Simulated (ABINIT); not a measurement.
## How the form of the self-energy moves the gap of TiO2 (Anatase)

Wanted: the gap of TiO2 (Anatase) under several approximations, with cost.

Program: ABINIT 10.8.3. Level of theory: PBE and many-body steps on it, plane waves. Results are calculated unless marked as measured.

**What was measured.**

- Gap 3.261 eV: indirect optical gap from reflection cut-off wavelength, 143 nm particles (bulk-like); UV-VIS-NIR reflection spectroscopy; 300 K; powder (commercial powder, mean particle diameter 143 nm, hand pressed) (“Part I: determination of a structure/property transformation mechanism responsible for changes in the point of zero change of anatase titania with decreasing particle size”, 2024, pmc:11477903).

- Gap 3.17 eV: gap from valence band edge and flat band potential; valence-band XPS and Mott-Schottky plots; film (“Enhancement of Titania Photoanode Performance by Sandwiching Copper between Two Titania Layers”, 2020, pmc:7579609).

- Gap 3.21 eV: optical gap from Tauc plot; UV-vis diffuse reflectance, Tauc plot; powder (“IrO2 Oxygen Evolution Catalysts Prepared by an Optimized Photodeposition Process on TiO2 Substrates”, 2024, pmc:11124129).

- Gap 3.18 ± 0.03 eV: direct optical gap from Kubelka-Munk plot; UV-Vis diffuse reflectance; 300 K; powder (“Effect of Ethylene Glycol: Citric Acid Molar Ratio and pH on the Morphology, Vibrational, Optical and Electronic Properties of TiO2 and CuO Powders Synthesized by Pechini Method”, 2022, pmc:9369947).

- Gap 3.98 eV: direct quasiparticle gap around Gamma; experiment quoted from earlier work; bulk crystal (anatase, value from earlier experiment) (quoted in “Giant exciton Mott density in anatase TiO2”, 2020, arxiv:2007.10051).

This is a selection; 13 further reports are not listed.

## 1. The structure

The structure is tetragonal, space group I4_1/amd (No. 141). The conventional cell has a = 3.784 Å, b = 3.784 Å, c = 9.515 Å, α = 90.00°, β = 90.00°, γ = 90.00°. Nearest to Ti lie 6 O at 1.93 to 1.98 Å. Nearest to O lie 3 Ti at 1.93 to 1.98 Å. Farther neighbours and most contacts between anions are not listed.

The cell and positions come from the Crystallography Open Database and are kept as given unless a step says otherwise.

## 2. Empty states on the mesh, 4×4×4 mesh, 128 bands

This step: ABINIT 10.8.3; DFT, PBE, plane waves, norm-conserving pseudopotentials.

The sums over transitions need many empty states on a uniform mesh; this step solves for them.

Contents of run.abi:

```
acell 3*1.0 Angstrom
rprim 
  -1.892100000000 1.892100000000 4.757300000000
  1.892100000000 -1.892100000000 4.757300000000
  1.892100000000 1.892100000000 -4.757300000000
ntypat 2
znucl 22 8
natom 6
typat 1 1 2 2 2 2
xred 
  0.000000000000 0.000000000000 0.000000000000
  0.750000000000 0.250000000000 0.500000000000
  0.208100000000 0.208100000000 0.000000000000
  0.958100000000 0.458100000000 0.500000000000
  0.541900000000 0.041900000000 0.500000000000
  0.791900000000 0.791900000000 0.000000000000
pp_dirpath "pseudos"
pseudos "Ti.upf, O.upf"
ecut 38
ngkpt 4 4 4
nshiftk 1
shiftk 0 0 0
kptopt 1
chksymbreak 0
iscf -2
irdden 1
istwfk *1
nband 128
nbdbuf 10
tolwfr 1e-09
nstep 60
prtvol 0
indata_prefix "in"
outdata_prefix "out"
tmpdata_prefix "tmp"
```

Launch:

```sh
> OMP_NUM_THREADS=1 mpirun -n 4 abinit run.abi > log
```

Numbers of over 12 decimals in the logs are rounded to 6 here.

What it wrote:

```text
.Version 10.8.3 of ABINIT. v10.8.2 released Aug 2026.

 Symmetries : space group I4_1/a m d (#141); Bravais tI (body-center tetrag.)
[... echo of the input left out ...]
== DATASET  1 ==================================================================
-   mpi_nproc: 4, omp_nthreads: 1 (-1 if OMP is not activated)

--- !DatasetInfo
iteration_state: {dtset: 1, }
dimensions: {natom: 6, nkpt: 13, mband: 128, nsppol: 1, nspinor: 1, nspden: 1, mpw: 5174, }
cutoff_energies: {ecut:  38.0, pawecutdg:  -1.0, }
[...]
2.35568    2.36381    2.38828    2.38828    2.40832    2.41173    2.44302    2.45203
   2.46456    2.46456    2.54153    2.58509    2.61594    2.63904    2.63937    2.67201
 prteigrs : prtvol=0 or 1, do not print more k-points.

== END DATASET(S) ==============================================================
================================================================================

 -outvars: echo values of variables after computation  --------
            nband         128
             nkpt          13
          spgroup         141
 [... the other variables as echoed above ...]

 Calculation completed.
```

Elapsed: 1.8 min, on 4 MPI ranks of Arm Neoverse V1, shared host; peak memory 0.47 GiB; 7.2 min of CPU time.

This step gave:

```
gap                                                           : 2.189 eV
k of the valence top                                          : 0.5, 0.5, 0
k of the conduction bottom                                    : 0, 0, 0
least direct gap                                              : 2.492 eV
k points computed                                             : 13
lowest point of the top converged band, above the valence top : 61.5337 eV
```

On this mesh the gap is 2.189 eV.

The density comes from a self-consistent run that is not shown.

## 3. Screening, 4×4×4 mesh, 118 bands, screening to 152.4 eV

The RPA dielectric matrix is built and inverted for each q.

This step: RPA screening on PBE, plane waves, norm-conserving pseudopotentials.

Edit run.abi of step 2 so:

```diff
@@ -24,10 +24,11 @@
 chksymbreak 0
-iscf -2
-irdden 1
 istwfk *1
-nband 128
-nbdbuf 10
-tolwfr 1e-09
-nstep 60
-prtvol 0
+occopt 1
+irdwfk 1
+optdriver 3
+nband 118
+ecuteps 5.6
+inclvkb 2
+awtr 1
+symchi 1
 indata_prefix "in"
```

What it wrote:

```text
.Version 10.8.3 of ABINIT. v10.8.2 released Aug 2026.

 Symmetries : space group I4_1/a m d (#141); Bravais tI (body-center tetrag.)
[... echo of the input left out ...]
== DATASET  1 ==================================================================
-   mpi_nproc: 4, omp_nthreads: 1 (-1 if OMP is not activated)

--- !DatasetInfo
iteration_state: {dtset: 1, }
dimensions: {natom: 6, nkpt: 13, mband: 118, nsppol: 1, nspinor: 1, nspden: 1, mpw: 5174, }
cutoff_energies: {ecut:  38.0, pawecutdg:  -1.0, }
electrons: {nelect:   4.80000000E+01, charge:   0.00000000E+00, occopt:   1.00000000E+00, tsmear:   1.00000000E-02, }

 SCREENING: Calculation of the susceptibility and dielectric matrices

 Based on a program developped by R.W. Godby, V. Olevano, G. Onida, and L. Reining.
 Incorporated in ABINIT by V. Olevano, G.-M. Rignanese, and M. Torrent.
.Using double precision arithmetic ; gwpc =  8

[... cell and pseudopotentials left out ...]
--------------------------------------------------------------------------------

 ==== K-mesh for the wavefunctions ====
 Number of points in the irreducible wedge :    13
[... list of points left out ...]
 Together with 16 symmetry operations and time-reversal symmetry
 yields    64 points in the full Brillouin Zone.

 ==== Q-mesh for the screening function ====
 Number of points in the irreducible wedge :    13
[... list of points left out ...]
 Together with 16 symmetry operations and time-reversal symmetry
 yields    64 points in the full Brillouin Zone.

 setmesh: FFT mesh size selected  =    72x   72x   72
          total number of points  =       373248

 vcoul_init : cutoff-mode = AUXILIARY_FUNCTION
 q-points for optical limit:   1
     1)      0.000010    0.000020    0.000030

- screening: taking advantage of time-reversal symmetry
- Maximum band index for partially occupied states nbvw = 24
- Remaining bands to be divided among processors   nbcw = 94
- Number of bands treated by each node ~23

 Number of electrons calculated from density =   48.0000; Expected =   48.0000
 average of density, n =  0.104409
 r_s =    1.3174
 omega_plasma =   31.1690 [eV]

 calculating chi0 at frequencies [eV] :
  1    0.000000E+00    0.000000E+00
  2    0.000000E+00    3.116905E+01

--------------------------------------------------------------------------------
  q-point number  1        q = ( 0.000000, 0.000000, 0.000000) [r.l.u.]
--------------------------------------------------------------------------------
[... chi0 elements left out ...]
 For q-point:  0.000010 0.000020 0.000030
  dielectric constant =   6.6543
  dielectric constant without local fields =   7.0404

  Average fulfillment of the sum rule on Im[epsilon] for q-point    1 :     54.92  [%]
[... wings left out ...]
  q-point number  2        q = ( 0.250000, 0.000000, 0.000000) [r.l.u.]
--------------------------------------------------------------------------------
[... chi0 elements left out ...]
  Average fulfillment of the sum rule on Im[epsilon] for q-point    2 :     65.47  [%]

 [... 11 further q-points ...]
```

It took 28 min on 4 MPI ranks; peak memory 15 GiB.

This step gave:

- ε∞ with local fields, on this mesh, along the program's q direction: 6.654
- the same without local fields: 7.040
- plasma frequency: 31.17 eV
- plane waves in the screening matrix: 309

Local fields lower ε∞ by 5 %.

## 4. G0W0, Godby-Needs plasmon pole

The self-energy is evaluated for the states that the input lists, and the levels follow from it, in one-shot runs by the linearised quasiparticle equation.

This step: G0W0 on PBE, plane waves, norm-conserving pseudopotentials.

Edit run.abi of step 3 so:

```diff
@@ -27,8 +27,19 @@
 irdwfk 1
-optdriver 3
+optdriver 4
 nband 118
+gwcalctyp 0
+ecutsigx 38
+symsigma 1
+nkptgw 3
+kptgw 
+  0.5000000000 0.5000000000 0.0000000000
+  0.0000000000 0.0000000000 0.0000000000
+  -0.2500000000 -0.2500000000 0.2500000000
+bdgw 
+  23 26
+  23 26
+  23 26
 ecuteps 5.6
-inclvkb 2
-awtr 1
-symchi 1
+irdscr 1
+ppmodel 1
 indata_prefix "in"
```

What it wrote:

```text
.Version 10.8.3 of ABINIT. v10.8.2 released Aug 2026.

 Symmetries : space group I4_1/a m d (#141); Bravais tI (body-center tetrag.)
[... echo of the input left out ...]
== DATASET  1 ==================================================================
-   mpi_nproc: 4, omp_nthreads: 1 (-1 if OMP is not activated)

--- !DatasetInfo
iteration_state: {dtset: 1, }
dimensions: {natom: 6, nkpt: 13, mband: 118, nsppol: 1, nspinor: 1, nspden: 1, mpw: 5174, }
cutoff_energies: {ecut:  38.0, pawecutdg:  -1.0, }
electrons: {nelect:   4.80000000E+01, charge:   0.00000000E+00, occopt:   1.00000000E+00, tsmear:   1.00000000E-02, }

 SIGMA: Calculation of the GW corrections

 Based on a program developped by R.W. Godby, V. Olevano, G. Onida, and L. Reining.
 Incorporated in ABINIT by V. Olevano, G.-M. Rignanese, and M. Torrent.
.Using double precision arithmetic ; gwpc =  8

[... cell and pseudopotentials left out ...]
--------------------------------------------------------------------------------

 ==== K-mesh for the wavefunctions ====
 Number of points in the irreducible wedge :    13
[... list of points left out ...]
 Together with 16 symmetry operations and time-reversal symmetry
 yields    64 points in the full Brillouin Zone.

 ==== Q-mesh for screening function ====
 Number of points in the irreducible wedge :    13
[... list of points left out ...]
 Together with 16 symmetry operations and time-reversal symmetry
 yields    64 points in the full Brillouin Zone.

 vcoul_init : cutoff-mode = AUXILIARY_FUNCTION
 q-points for optical limit:   1
     1)      0.000010    0.000020    0.000030
 setmesh: FFT mesh size selected  =    72x   72x   72
          total number of points  =       373248

 Number of electrons calculated from density =   48.0000; Expected =   48.0000
 average of density, n =  0.104409
 r_s =    1.3174
 omega_plasma =   31.1690 [eV]

 === KS Band Gaps ===
  >>>> For spin  1
   Minimum direct gap =   2.4917 [eV], located at k-point      :  -0.2500 -0.2500  0.2500
   Fundamental gap    =   2.1887 [eV], Top of valence bands at :   0.5000  0.5000  0.0000
                                       Bottom of conduction at :   0.0000  0.0000  0.0000
 SIGMA fundamental parameters:
 PLASMON POLE MODEL  1
 number of plane-waves for SigmaX                 5117
 number of plane-waves for SigmaC and W            309
 number of plane-waves for wavefunctions          5117
 number of bands                                   118
 number of independent spin polarizations            1
 number of spinorial components                      1
 number of k-points in IBZ                          13
 number of q-points in IBZ                          13
 number of symmetry operations                      16
 number of k-points in BZ                           64
 number of q-points in BZ                           64
 number of frequencies for dSigma/dE                 9
 frequency step for dSigma/dE [eV]                0.25
 number of omega for Sigma on real axis              0
 max omega for Sigma on real axis  [eV]           0.00
 zcut for avoiding poles [eV]                     0.10

 EPSILON^-1 parameters (SCR file):
 dimension of the eps^-1 matrix on file            309
 dimension of the eps^-1 matrix used               309
 number of plane-waves for wavefunctions          5117
 number of bands                                   118
 number of q-points in IBZ                          13
 number of frequencies                               2
 number of real frequencies                          1
 number of imag frequencies                          1

 matrix elements of self-energy operator (all in [eV])

 Perturbative Calculation

--- !SelfEnergy_ee
iteration_state: {dtset: 1, }
kpoint     : [   0.500,    0.500,    0.000, ]
spin       : 1
KS_gap     :    3.429
QP_gap     :    5.200
Delta_QP_KS:    1.771
data: !SigmaeeData |
     Band     E0 <VxcDFT>   SigX SigC(E0)      Z dSigC/dE  Sig(E)    E-E0       E
       23   4.093 -20.082 -24.797   4.960   0.762  -0.312 -19.895   0.187   4.280
       24   4.093 -20.082 -24.797   4.960   0.762  -0.312 -19.895   0.187   4.280
       25   7.522 -21.007 -12.455  -6.012   0.771  -0.298 -19.050   1.958   9.479
       26   7.522 -21.007 -12.455  -6.012   0.771  -0.298 -19.050   1.958   9.479

--- !SelfEnergy_ee
iteration_state: {dtset: 1, }
kpoint     : [   0.000,    0.000,    0.000, ]
spin       : 1
KS_gap     :    2.617
QP_gap     :    4.191
Delta_QP_KS:    1.573
data: !SigmaeeData |
     Band     E0 <VxcDFT>   SigX SigC(E0)      Z dSigC/dE  Sig(E)    E-E0       E
       23   3.664 -19.550 -24.420   5.015   0.761  -0.315 -19.440   0.111   3.775
       24   3.664 -19.550 -24.420   5.015   0.761  -0.315 -19.440   0.111   3.775
[...]
--- !SelfEnergy_ee
iteration_state: {dtset: 1, }
kpoint     : [  -0.250,   -0.250,    0.250, ]
spin       : 1
KS_gap     :    2.492
QP_gap     :    4.028
Delta_QP_KS:    1.536
data: !SigmaeeData |
     Band     E0 <VxcDFT>   SigX SigC(E0)      Z dSigC/dE  Sig(E)    E-E0       E
[...]
24   3.893 -20.281 -24.944   4.892   0.765  -0.308 -20.106   0.174   4.067
       25   6.385 -19.488 -11.831  -5.475   0.784  -0.275 -17.778   1.711   8.095
       26   6.912 -20.310 -12.031  -5.900   0.777  -0.288 -18.462   1.848   8.759

== END DATASET(S) ==============================================================
================================================================================

 -outvars: echo values of variables after computation  --------
           etotal      0.0000000000E+00
            nband         118
             nkpt          13
          spgroup         141
 [... the other variables as echoed above ...]

 Calculation completed.
```

Run time: 72 s. Hardware: 4 MPI ranks; peak memory 10 GiB; 4.8 min of CPU time.

This step gave:

```yaml
g0w0_gap_on_the_points_computed: 3.686 eV
starting_gap_on_the_mesh: 2.189 eV
k_of_the_valence_top: 0.5, 0.5, 0
k_of_the_conduction_bottom: 0, 0, 0
z_at_the_valence_top: 0.762
z_at_the_conduction_bottom: 0.785
least_direct_g0w0_gap_on_the_computed_points: 4.028 eV
```

The gap on the mesh goes from 2.19 eV to 3.69 eV, a correction of +1.50 eV.

## 5. G0W0, Hybertsen-Louie plasmon pole

Edit run.abi of step 4 so:

```diff
@@ -43,3 +43,3 @@
 irdscr 1
-ppmodel 1
+ppmodel 2
 indata_prefix "in"
```

What it wrote:

```text
.Version 10.8.3 of ABINIT. v10.8.2 released Aug 2026.

 Symmetries : space group I4_1/a m d (#141); Bravais tI (body-center tetrag.)
[... echo of the input left out ...]
== DATASET  1 ==================================================================
-   mpi_nproc: 4, omp_nthreads: 1 (-1 if OMP is not activated)

--- !DatasetInfo
iteration_state: {dtset: 1, }
dimensions: {natom: 6, nkpt: 13, mband: 118, nsppol: 1, nspinor: 1, nspden: 1, mpw: 5174, }
cutoff_energies: {ecut:  38.0, pawecutdg:  -1.0, }
electrons: {nelect:   4.80000000E+01, charge:   0.00000000E+00, occopt:   1.00000000E+00, tsmear:   1.00000000E-02, }

 SIGMA: Calculation of the GW corrections

 Based on a program developped by R.W. Godby, V. Olevano, G. Onida, and L. Reining.
 Incorporated in ABINIT by V. Olevano, G.-M. Rignanese, and M. Torrent.
.Using double precision arithmetic ; gwpc =  8

[... cell and pseudopotentials left out ...]
--------------------------------------------------------------------------------

 ==== K-mesh for the wavefunctions ====
 Number of points in the irreducible wedge :    13
[... list of points left out ...]
 Together with 16 symmetry operations and time-reversal symmetry
 yields    64 points in the full Brillouin Zone.

 ==== Q-mesh for screening function ====
 Number of points in the irreducible wedge :    13
[... list of points left out ...]
 Together with 16 symmetry operations and time-reversal symmetry
 yields    64 points in the full Brillouin Zone.

 vcoul_init : cutoff-mode = AUXILIARY_FUNCTION
 q-points for optical limit:   1
     1)      0.000010    0.000020    0.000030
 setmesh: FFT mesh size selected  =    72x   72x   72
          total number of points  =       373248

 Number of electrons calculated from density =   48.0000; Expected =   48.0000
[...]
number of plane-waves for wavefunctions          5117
 number of bands                                   118
 number of q-points in IBZ                          13
 number of frequencies                               2
 number of real frequencies                          1
 number of imag frequencies                          1

 matrix elements of self-energy operator (all in [eV])

 Perturbative Calculation

--- !SelfEnergy_ee
iteration_state: {dtset: 1, }
kpoint     : [   0.500,    0.500,    0.000, ]
spin       : 1
KS_gap     :    3.429
QP_gap     :    6.009
Delta_QP_KS:    2.581
data: !SigmaeeData |
     Band     E0 <VxcDFT>   SigX SigC(E0)      Z dSigC/dE  Sig(E)    E-E0       E
       23   4.093 -20.082 -24.797   4.460   0.835  -0.198 -20.294  -0.212   3.880
       24   4.093 -20.082 -24.797   4.460   0.835  -0.198 -20.294  -0.212   3.880
       25   7.522 -21.007 -12.455  -5.763   0.849  -0.178 -18.639   2.368   9.890
[...]
--- !SelfEnergy_ee
iteration_state: {dtset: 1, }
kpoint     : [   0.000,    0.000,    0.000, ]
spin       : 1
KS_gap     :    2.617
QP_gap     :    4.886
Delta_QP_KS:    2.269
data: !SigmaeeData |
     Band     E0 <VxcDFT>   SigX SigC(E0)      Z dSigC/dE  Sig(E)    E-E0       E
[...]
--- !SelfEnergy_ee
iteration_state: {dtset: 1, }
kpoint     : [  -0.250,   -0.250,    0.250, ]
spin       : 1
KS_gap     :    2.492
QP_gap     :    4.677
Delta_QP_KS:    2.185
data: !SigmaeeData |
     Band     E0 <VxcDFT>   SigX SigC(E0)      Z dSigC/dE  Sig(E)    E-E0       E
[...]
25   6.385 -19.488 -11.831  -5.351   0.853  -0.172 -17.520   1.968   8.352
       26   6.912 -20.310 -12.031  -5.706   0.851  -0.176 -18.121   2.188   9.100

== END DATASET(S) ==============================================================
================================================================================

 -outvars: echo values of variables after computation  --------
           etotal      0.0000000000E+00
            nband         118
             nkpt          13
          spgroup         141
 [... the other variables as echoed above ...]

 Calculation completed.
```

It took 70 s on 4 MPI ranks; peak memory 10 GiB.

Numbers from this step:

```yaml
g0w0_gap_on_the_points_computed: 4.328 eV
starting_gap_on_the_mesh: 2.189 eV
k_of_the_valence_top: 0.5, 0.5, 0
k_of_the_conduction_bottom: 0, 0, 0
z_at_the_valence_top: 0.835
z_at_the_conduction_bottom: 0.854
least_direct_g0w0_gap_on_the_computed_points: 4.676 eV
```

Against G0W0 in ABINIT (4×4×4 mesh, 118 bands, screening to 152.4 eV, Godby-Needs plasmon pole), the gap moves by +0.642 eV.

(Part 1 of 2 ends here.)

[Paths, hosts, dates, memory and timing lines, banners, echoed tables and standing remarks are left out of the program output.]

[Logs are printed without paths, hosts, clocks, repeated set-up lines and the standing remarks that a program may print on its own settings, such as how far it seeks lower states.]

[Runs of the session that timed out or met a known fault of the program may be left out.]

[Hosts, paths, dates, database ids (printed as entryN), source tags and the programs' standing remarks are cut or masked in the printed files.]

[G0W0 gaps are taken among the corrected bands and points alone; a level outside them can change the order at an edge.]

[Where Ansatz stands beside ABINIT at settings called matched, ABINIT's density can come from a denser mesh and the files from another edition; pairs whose starting gaps differed by over 0.03 eV were left out, so agreement reads better than it is.]
